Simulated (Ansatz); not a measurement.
# Decaying states in the gap of LiBi2AsBr2O4, part 2 of 3

Aim: relax a made-up compound, LiBi2AsBr2O4, and see how good a tunnel barrier it would be. It is built by putting As for part of the Bi in the LiBi3Br2O4 structure of space group Amm2, with the volume rescaled by atomic radii. The parent structure comes from the Materials Project.

Ansatz 0.2.0; PBEsol DFT, plane waves, PAW files (the session's first sound run).

So far. Step 2 (Cell and atoms at rest): The largest force component on a free atom ends at 0.013 eV/Å.

The structure was built from a prototype and need not be the compound's stable phase.

### 3. The bulk crystal and its band edges

The energy window and the wavevectors of the next steps follow from the band edges, so these are searched first, off the mesh as well.

input.yaml

```yaml
crystal:
  lattice:
    - [5.320393171, 0.0, 0.0]
    - [0.0, 2.6454720386, 6.1329938008]
    - [0.0, -2.6454720386, 6.1329938008]
  atoms:
    - { symbol: Li, position: [0.5, 0.6973712787, 0.6973712787] }
    - { symbol: Bi, position: [0.0, 0.1449359787, 0.1449359787] }
    - { symbol: As, position: [0.0, 0.8147045887, 0.8147045887] }
    - { symbol: Bi, position: [0.5, 0.3480893939, 0.3480893939] }
    - { symbol: Br, position: [0.0, 0.4982498651, 0.4982498651] }
    - { symbol: Br, position: [0.5, 1.0000182404, 1.0000182404] }
    - { symbol: O, position: [0.2388516758, 0.5096883293, -0.011372502] }
    - { symbol: O, position: [0.7611483242, -0.011372502, 0.5096883293] }
    - { symbol: O, position: [0.2388516758, -0.011372502, 0.5096883293] }
    - { symbol: O, position: [0.7611483242, 0.5096883293, -0.011372502] }
kpoints:
  mp_grid: { grid: [4, 6, 6] }
  band_path: { path: [VBM, CBM], npoints: 30 }
scf:
  occupations: { method: fixed }
hamiltonian:
  xc: pbesol
output:
  eigenvalues: true
  write_potential: true
  write_density: true
  volumetric_format: npy
  elf: true
```

Command:

```console
ansatz run input.yaml --threads 2 --pin off --max-ram 4096MiB --backend cpu --events-out ev --progress --plain --runs-dir out
```

Numbers of over 12 decimals in the logs are rounded to 6 here.

Log:

```text
[...]
Crystal: 10 atoms, lattice volume = 172.643 Å³
Basis set: ecut = 420 eV, 3337 PW (Γ)
Bands: 53, of which v1, the nominal top of the filled ones, is band 43 counted from 1 (42 counted from 0)
Symmetry: 4 space group operations
[...]
k-points: 39 of 144 (time reversal used)
[...]
SCF iter   1: F=—  HF=-37219.186251 eV  |F-HF|=—  |Δ(HF+E_count)|=         —  Δρ=1.12e-2  dr2=1.92e-1  ethr=1.77e-3  ⟨swp⟩=5.2  Hψ=7304  notcnv=0  defer=301
[...]
SCF iter   8: F=-37219.138115 eV  HF=-37219.138115 eV  |F-HF|=2.90e-9  |Δ(HF+E_count)|=   1.41e-7  Δρ=3.16e-6  dr2=1.92e-8  ethr=1.16e-10  ⟨swp⟩=10.4  Hψ=7779  notcnv=0
SCF 1 converged in 8 iterations: F = -37219.138115 eV  dr2 = 1.92e-8
[...]
NSCF: frozen V_eff on 52 k-points
[...]
SCF converged after 8 iterations
Free energy (F): -37219.138115 eV
[...]
Internal energy: -37219.138115 eV  (E = F + TS)
E sigma→0 (E₀):  -37219.138115 eV
Fermi energy:    7.384939 eV
[...]
--- Band table (eV; the first three rows and the last of 39) ---
  k-point 0: bands = [... 39 lower, 6.1727, 6.1936, 6.6746, 6.8738, 9.3030, 10.1339, 11.2011, 11.6530, ... 6 higher]
  k-point 1: bands = [... 39 lower, 6.1685, 6.2749, 6.6599, 6.7191, 9.6687, 10.3804, 11.4650, 11.6171, ... 6 higher]
  k-point 2: bands = [... 39 lower, 6.0159, 6.4669, 6.4844, 6.8962, 10.2856, 10.6715, 11.6946, 11.7860, ... 6 higher]
  k-point 38: bands = [... 39 lower, 6.2598, 6.2969, 6.3288, 7.1952, 10.8296, 10.9392, 11.9894, 12.1465, ... 6 higher]
```

It took 86 s on 2 threads of Arm Neoverse V2, shared host; peak memory 0.68 GiB; 2.9 min of CPU time.

This step gave:

| Property | Result |
| --- | --- |
| free energy | -37219.1381 eV |
| Fermi energy | 7.385 eV |
| gap on the k-mesh | 1.605 eV |
| gap on path | 1.593 eV, by band count; negative where bands overlap |
| direct gap on path | 2.115 eV |
| edge places on path | 0, 1.075 1/A along the path |

The electronic bands at the labelled points (eV, zero at the Fermi level (highest filled level under fixed occupations); v1 is the highest filled band, c1 the lowest empty one):

```
  point     v4     v3     v2     v1    c1    c2    c3    c4
    VBM  -0.88  -0.85  -0.74   0.01  3.89  3.98  4.69  4.79
halfway  -1.19  -1.00  -0.90  -0.33  3.31  3.60  4.10  4.54
    CBM  -1.10  -1.07  -0.93  -0.51  1.61  2.63  3.95  4.08
```

ELF in the ac plane of the conventional cell at fractional y = 0.000, with atoms of Li and Bi and As and Br within 0.2 Å of it. It is the smooth field of the valence electrons, not physical close to the nuclei.

Ten even steps from '_' (0.01) to '@' (0.96), each cell a mean:
```
--::..::##%%++::--%%%%==..::--
====--::==##%%%%%%%%++::::==++
::--==--..--++**++==::::====::
::::==::..____..______..----..
::----..______________..::----
::....______......______....::
________..::------::..________
________::--::..::----..______
::..__..--==::::..--==::__..::
##**==::::====--====--::--**##
**%%%%++::::======--::--##%%##
__==%%##--..........::**%%##..
::++%%##==..________::**%%##--
%%%%##++::__________..==##%%%%
++==--..________________::==++
____________::**==____________
____________++@@%%..__________
--::..______..++--______..::::
::----..______________..::----
--====::______________..--++--
####**--____..::::..__..++####
@@%%++....==**####++--..--##%%
==--....++%%%%####%%##--..::==
______--##%%==__..##%%++..____
```
Columns run along a (5.3 Å), rows up along c (12.3 Å), edges of the conventional cell, whose origin can differ from the input's. Atoms in or near the plane, at fractional coordinates: Li at (0.50, 0.30), Bi at (0.00, 0.86), As at (0.00, 0.19), Bi at (0.50, 0.65), Br at (0.00, 0.50), Br at (0.50, 0.00).

Valence density in the ac plane of the conventional cell at fractional y = 0.000, with atoms of Li and Bi and As and Br within 0.2 Å of it. It is the smooth field of the valence electrons, not physical close to the nuclei.

Values in e/Å³, 24 rows by 15 columns, each cell a mean:
```
 0  0  0  0  0  1  1  1  1  1  1  0  0  0  0
 1  1  0  0  0  0  1  1  1  1  0  0  0  1  1
 5  4  1  0  0  0  0  0  0  0  0  0  1  2  5
 7  5  2  0  0  0  0  0  0  0  0  0  1  3  7
 4  2  1  0  0  0  0  0  0  0  0  0  0  1  3
 0  0  0  0  0  0  0  0  0  0  0  0  0  0  0
 0  0  0  0  0  0  1  1  1  1  0  0  0  0  0
 0  0  0  0  0  1  4  6  5  2  1  0  0  0  0
 0  0  0  0  0  2  5  7  6  3  1  0  0  0  0
 0  0  0  0  0  1  2  3  3  1  0  0  0  0  0
 1  1  1  0  0  0  0  0  0  0  0  0  0  1  1
 0  1  1  0  0  0  0  0  0  0  0  0  1  1  1
 1  1  1  0  0  0  0  0  0  0  0  0  1  1  1
 1  1  0  0  0  0  0  0  0  0  0  0  0  0  1
 0  0  0  0  0  0  0  0  0  0  0  0  0  0  0
 0  0  0  0  0  0  0  1  1  0  0  0  0  0  0
 0  0  0  0  0  0  2  7  4  0  0  0  0  0  0
 0  0  0  0  0  0  0  2  1  0  0  0  0  0  0
 9  3  1  0  0  0  0  0  0  0  0  0  0  1  6
25  8  1  0  0  0  0  0  0  0  0  0  0  3 17
 5  2  0  0  0  0  0  0  0  0  0  0  0  1  4
 0  0  0  0  0  0  0  0  0  0  0  0  0  0  0
 0  0  0  0  0  1  1  1  1  1  0  0  0  0  0
 0  0  0  0  0  1  1  0  1  1  1  0  0  0  0
```
Columns run along a (5.3 Å), rows up along c (12.3 Å), edges of the conventional cell, whose origin can differ from the input's. Atoms in or near the plane, at fractional coordinates: Li at (0.50, 0.30), Bi at (0.00, 0.86), As at (0.00, 0.19), Bi at (0.50, 0.65), Br at (0.00, 0.50), Br at (0.50, 0.00).

Electrostatic potential energy in the ac plane of the conventional cell at fractional y = 0.000, with atoms of Li and Bi and As and Br within 0.2 Å of it. With pseudopotentials it is smooth inside the atoms' cores, unlike the true potential.

Ten even steps from '_' (-71 eV) to '@' (12 eV), each cell a mean:
```
@@@@@@@@@@##::__..==%%@@@@@@@@
**##%%@@@@@@%%**##%%@@@@@@%%**
__::**%%@@@@@@@@@@@@@@@@##==__
____++%%@@@@@@@@@@@@@@@@##::__
::==##@@@@@@@@@@@@@@@@@@%%++::
%%%%@@@@@@@@@@@@@@@@@@@@@@%%%%
@@@@@@@@@@%%**++**##@@@@@@@@@@
@@@@@@@@%%++..____--##@@@@@@@@
@@@@@@@@%%++______::##@@@@@@@@
@@@@@@@@@@##==::--**%%@@@@@@@@
==**%%@@@@@@%%%%%%@@@@@@@@##==
__..**@@@@@@@@@@@@@@@@@@%%--__
__::##@@@@@@@@@@@@@@@@@@%%==..
##%%@@@@@@@@@@@@@@@@@@@@@@%%##
@@@@@@@@@@@@@@@@@@@@@@@@@@@@@@
@@@@@@@@@@@@%%####@@@@@@@@@@@@
@@@@@@@@@@@@##++**%%@@@@@@@@@@
##%%@@@@@@@@%%####@@@@@@@@%%%%
%%####@@@@@@@@@@@@@@@@@@%%##%%
@@@@##@@@@@@@@@@@@@@@@@@%%##@@
%%##%%@@@@@@@@@@@@@@@@@@%%##%%
%%@@@@@@@@@@@@@@@@@@@@@@@@@@%%
@@@@@@@@@@%%**==++##@@@@@@@@@@
@@@@@@@@@@**..____--%%@@@@@@@@
```
Columns run along a (5.3 Å; values clipped at the 3rd and 97th percentile), rows up along c (12.3 Å), edges of the conventional cell, whose origin can differ from the input's. Atoms in or near the plane, at fractional coordinates: Li at (0.50, 0.30), Bi at (0.00, 0.86), As at (0.00, 0.19), Bi at (0.50, 0.65), Br at (0.00, 0.50), Br at (0.50, 0.00).

The searched edges give 1.59 eV, against 1.61 eV on the mesh.

### 4. Complex bands, plane (001), k-mesh 6×4×6

This step: PBEsol DFT, plane waves, PAW files; complex bands by layer matching along the plane's normal (Ansatz 0.2.0).

The same crystal is laid in a cell whose first two vectors span the (001) plane (indices of the standard conventional cell, whose axes can be ordered otherwise than in the bulk input). At fixed energy and wavevector in the plane the solver finds all kz, real and complex. A few wavevectors are listed, (0, 0) and (-0.3802, -0.5) in units of the plane's reciprocal vectors; the slowest state needn't be among them.

input.yaml

```yaml
crystal:
  lattice:
    - [5.290944077, 0.0, 0.0]
    - [0.0, 5.320393171, 0.0]
    - [2.645472039, 0.0, 6.132993801]
  atoms:
    - { symbol: Li, position: [0.6973712787, 0.5, 0.6052574426] }
    - { symbol: Bi, position: [0.1449359787, 0.0, 0.7101280426] }
    - { symbol: As, position: [0.8147045887, 0.0, 0.3705908226] }
    - { symbol: Bi, position: [0.3480893939, 0.5, 0.3038212122] }
    - { symbol: Br, position: [0.4982498651, 0.0, 0.0035002698] }
    - { symbol: Br, position: [1.82404e-05, 0.5, 0.9999635192] }
    - { symbol: O, position: [0.5096883293, 0.2388516758, 0.5016841727] }
    - { symbol: O, position: [0.988627498, 0.7611483242, 0.5016841727] }
    - { symbol: O, position: [0.988627498, 0.2388516758, 0.5016841727] }
    - { symbol: O, position: [0.5096883293, 0.7611483242, 0.5016841727] }
kpoints:
  mp_grid: { grid: [6, 4, 6] }
scf:
  occupations: { method: fixed }
hamiltonian:
  xc: pbesol
output:
  eigenvalues: true
  transmission:
    leads: [[0, 0]]
    kpoints: [[0.0, 0.0], [-0.3802, -0.5]]
    e_range: [-1.0, 2.59]
    de: 0.06
```

Log:

```text
[...]
Crystal: 10 atoms, lattice volume = 172.643 Å³
Basis set: ecut = 420 eV, 3337 PW (Γ)
Bands: 53, of which v1, the nominal top of the filled ones, is band 43 counted from 1 (42 counted from 0)
Symmetry: 4 space group operations
[...]
k-points: 39 of 144 (time reversal used)
[...]
SCF iter   1: F=—  HF=-37219.186156 eV  |F-HF|=—  |Δ(HF+E_count)|=         —  Δρ=1.12e-2  dr2=1.93e-1  ethr=1.77e-3  ⟨swp⟩=5.2  Hψ=7327  notcnv=0  defer=301
[...]
SCF iter   8: F=-37219.138115 eV  HF=-37219.138115 eV  |F-HF|=1.22e-9  |Δ(HF+E_count)|=   1.37e-7  Δρ=3.29e-6  dr2=2.06e-8  ethr=1.16e-10  ⟨swp⟩=10.4  Hψ=8392  notcnv=0
SCF 1 converged in 8 iterations: F = -37219.138115 eV  dr2 = 2.06e-8
[...]
transmission: 12 of 24 steps passed
transmission: 24 of 24 steps passed
SCF converged after 8 iterations
Free energy (F): -37219.138115 eV
[...]
Internal energy: -37219.138115 eV  (E = F + TS)
E sigma→0 (E₀):  -37219.138115 eV
Fermi energy:    7.384939 eV
[...]
--- Band table (eV; the first three rows and the last of 39) ---
  k-point 0: bands = [... 39 lower, 6.1727, 6.1936, 6.6746, 6.8738, 9.3030, 10.1339, 11.2011, 11.6530, ... 6 higher]
  k-point 1: bands = [... 39 lower, 6.2069, 6.2185, 6.5647, 6.8740, 9.2433, 10.4072, 11.0200, 11.2420, ... 6 higher]
  k-point 2: bands = [... 39 lower, 6.2671, 6.2792, 6.4471, 6.8747, 9.0880, 10.3123, 11.0355, 11.3081, ... 6 higher]
  k-point 38: bands = [... 39 lower, 6.6043, 6.6283, 6.6732, 7.2916, 11.0520, 11.2583, 12.1942, 12.2511, ... 6 higher]
--- Transmission ---
  basis      : 241 plane waves across, 12 finite elements along
  points     : 2, as listed
  energies   : 60 from -1.000000 to 2.540000 eV about the Fermi level, 0.060000 eV apart; the leads are filled to 0.802650 eV, and channels, transmission and decay are at 0.800000 eV
  crystal 0  : Br2Bi2As1O4Li1, at the sites [0, 0], period 6.1330 Å: whole cells are its period
    offset         : up to 0.0000 Å between an atom of the period and one for which it stands
    channels       : 0.000000e0 a spin
    conductance    : none, the energies end too early or step too widely for 300 K: set another output.transmission.e_range or a lower de, or, where they end at an eighth of basis.ecutwfc, a higher one
    slowest decay  : 0.2969 /Å at (0.0000, 0.0000)
```

Run time: 93 s. Hardware: 2 threads; peak memory 0.98 GiB.

This step gave:

- level to which the leads are filled: 0.8026 eV from the Fermi level
- decay constant at the filling level, zone centre: 0.2969 Å⁻¹
- decay constant at the filling level, slowest listed point: 0.2969 Å⁻¹

K parallel (0, 0); values up to 1.5 1/Å, a degenerate pair printed once or twice; energies at which all values exceed this have no row. The Im kz of the slowest decaying states by energy, zero at the highest filled level on the SCF mesh:

```
energy (eV)  decay 1 (Å⁻¹)  decay 2 (Å⁻¹)  decay 3 (Å⁻¹)  decay 4 (Å⁻¹)
      -1.00          0.128          0.206          0.274          0.349
      -0.88          0.142          0.312          0.326          0.354
      -0.70         0.0497          0.228          0.359          0.369
      -0.58          0.157          0.253          0.359          0.362
      -0.46          0.206          0.271          0.353          0.364
      -0.28          0.253          0.289          0.352          0.366
      -0.16          0.275          0.298          0.352          0.367
       0.02          0.301          0.307          0.351          0.367
       0.14          0.310          0.314          0.350          0.366
       0.26          0.312          0.325          0.348          0.364
       0.44          0.311          0.339          0.345          0.361
       0.56          0.308          0.341          0.345          0.357
       0.68          0.304          0.337          0.351          0.353
       0.86          0.293          0.329          0.346          0.356
       0.98          0.282          0.323          0.340          0.358
       1.10          0.267          0.316          0.334          0.359
       1.28          0.233          0.304          0.322          0.358
       1.40          0.198          0.294          0.313          0.355
       1.52          0.137          0.284          0.303          0.351
       1.70          0.265          0.286          0.339          0.468
       1.82          0.251          0.273          0.326          0.460
       2.00          0.226          0.244          0.250          0.450
       2.12          0.206          0.233          0.284          0.443
       2.24          0.183          0.212          0.308          0.438
       2.42          0.137          0.174          0.329          0.431
       2.54         0.0913          0.141          0.337          0.426
```

K parallel (-0.3802, -0.5); values up to 1.5 1/Å, a degenerate pair printed once or twice; energies at which all values exceed this have no row. Im kz of the slowest decaying states against energy, zero at the highest filled level on the SCF mesh:

```
energy (eV)  decay 1 (Å⁻¹)  decay 2 (Å⁻¹)  decay 3 (Å⁻¹)  decay 4 (Å⁻¹)
    -1.0000         0.0681          0.179          0.313          0.501
    -0.7600          0.120          0.138          0.235          0.312
    -0.5200          0.150          0.284          0.404          0.457
    -0.2200          0.376          0.513          0.563          0.641
     0.0200         0.0584          0.420          0.580          0.609
     0.2600          0.316          0.453          0.514          0.591
     0.5000          0.449          0.479          0.503          0.554
     0.7400          0.500          0.504          0.535          0.692
     0.9800          0.507          0.516          0.561          0.718
     1.2200          0.509          0.526          0.583          0.722
     1.5200          0.511          0.529          0.608          0.665
     1.7600          0.510          0.520          0.628          0.639
     2.0000          0.500          0.507          0.629          0.647
     2.2400          0.469          0.502          0.629          0.668
     2.4800          0.431          0.494          0.640          0.692
```

At the listed wavevectors the last open channel is at -0.04 eV and the next at +1.64 eV on the grid. At +0.80 eV, the grid energy nearest the filling level (the middle of the gap on the SCF mesh), the slowest state at the listed wavevectors decays with κ = 0.297 Å⁻¹, its amplitude falling by e over 3.4 Å. Through 1 nm of this crystal that state's transmission falls by exp(−2 × 0.297 Å⁻¹ × 10 Å) = 0.0026.

### 5. Decay over the two-dimensional zone

The listed points could miss the slowest state, so one energy near mid-gap is solved on a mesh of 8×6.

input.yaml: that of step 4 with these lines changed.

```diff
@@ -24,6 +24,2 @@
   eigenvalues: true
-  transmission:
-    leads: [[0, 0]]
-    kpoints: [[0.0, 0.0], [-0.3802, -0.5]]
-    e_range: [-1.0, 2.59]
-    de: 0.06
+  transmission: { leads: [[0, 0]], kmesh: [8, 6], e_range: [0.8, 0.81], de: 0.05 }
```

Log:

```text
[...]
Crystal: 10 atoms, lattice volume = 172.643 Å³
Basis set: ecut = 420 eV, 3337 PW (Γ)
Bands: 53, of which v1, the nominal top of the filled ones, is band 43 counted from 1 (42 counted from 0)
Symmetry: 4 space group operations
[...]
k-points: 39 of 144 (time reversal used)
[...]
SCF iter   1: F=—  HF=-37219.186156 eV  |F-HF|=—  |Δ(HF+E_count)|=         —  Δρ=1.12e-2  dr2=1.93e-1  ethr=1.77e-3  ⟨swp⟩=5.2  Hψ=7327  notcnv=0  defer=301
[...]
SCF iter   8: F=-37219.138115 eV  HF=-37219.138115 eV  |F-HF|=1.22e-9  |Δ(HF+E_count)|=   1.37e-7  Δρ=3.29e-6  dr2=2.06e-8  ethr=1.16e-10  ⟨swp⟩=10.4  Hψ=8392  notcnv=0
SCF 1 converged in 8 iterations: F = -37219.138115 eV  dr2 = 2.06e-8
[...]
transmission: 22 of 220 steps passed
transmission: 44 of 220 steps passed
[...]
transmission: 220 of 220 steps passed
SCF converged after 8 iterations
Free energy (F): -37219.138115 eV
[...]
Internal energy: -37219.138115 eV  (E = F + TS)
E sigma→0 (E₀):  -37219.138115 eV
Fermi energy:    7.384939 eV
[...]
--- Band table (eV; the first three rows and the last of 39) ---
  k-point 0: bands = [... 39 lower, 6.1727, 6.1936, 6.6746, 6.8738, 9.3030, 10.1339, 11.2011, 11.6530, ... 6 higher]
  k-point 1: bands = [... 39 lower, 6.2069, 6.2185, 6.5647, 6.8740, 9.2433, 10.4072, 11.0200, 11.2420, ... 6 higher]
  k-point 2: bands = [... 39 lower, 6.2671, 6.2792, 6.4471, 6.8747, 9.0880, 10.3123, 11.0355, 11.3081, ... 6 higher]
  k-point 38: bands = [... 39 lower, 6.6043, 6.6283, 6.6732, 7.2916, 11.0520, 11.2583, 12.1942, 12.2511, ... 6 higher]
--- Transmission ---
  basis      : 241 plane waves across, 11 finite elements along
  points     : 20, standing for a mesh of 8 x 6
  energies   : 1 from 0.800000 to 0.800000 eV about the Fermi level; the leads are filled to 0.802650 eV, and channels, transmission and decay are at 0.800000 eV
[...]
channels       : 0.000000e0 a spin
    conductance    : none, crystal 0 has no channel at the energies, or these end too early or step too widely for 300 K: set another output.transmission.e_range or a lower de, or, where they end at an eighth of basis.ecutwfc, a higher one
    slowest decay  : 0.2969 /Å at (0.0000, 0.0000)
```

It took 64 s on 2 threads; peak memory 0.96 GiB; 2.1 min of CPU time.

This step gave:

```
least decay constant on the mesh : 0.2969 Å⁻¹
```

Slowest decay constant (1/Å; 0 where a channel is open) over k1 and k2. At 0.8000 eV from the Fermi level.

Ten even steps from '_' (0.297) to '@' (0.525):
```
%%##++++==++++##
++++++==::==++++
--++==::__::==++
++++++==::==++++
%%##++++==++++##
@@%%++::..::++%%
```
Columns: k1 (b1) from -0.5 to 0.375; rows upwards: k2 (b2) from -0.5 to 0.333.

The least value on the mesh is 0.297 Å⁻¹ at +0.80 eV. At that energy the listed points give about 0.297 Å⁻¹ by interpolation, so the mesh holds no clearly slower state.

(Continued in part 3 of 3.)

[Logs are printed without paths, hosts, clocks, repeated set-up lines and the standing remarks that a program may print on its own settings, such as how far it seeks lower states.]

[Hosts, paths, dates, database ids (printed as entryN), source tags and the programs' standing remarks are cut or masked in the printed files.]
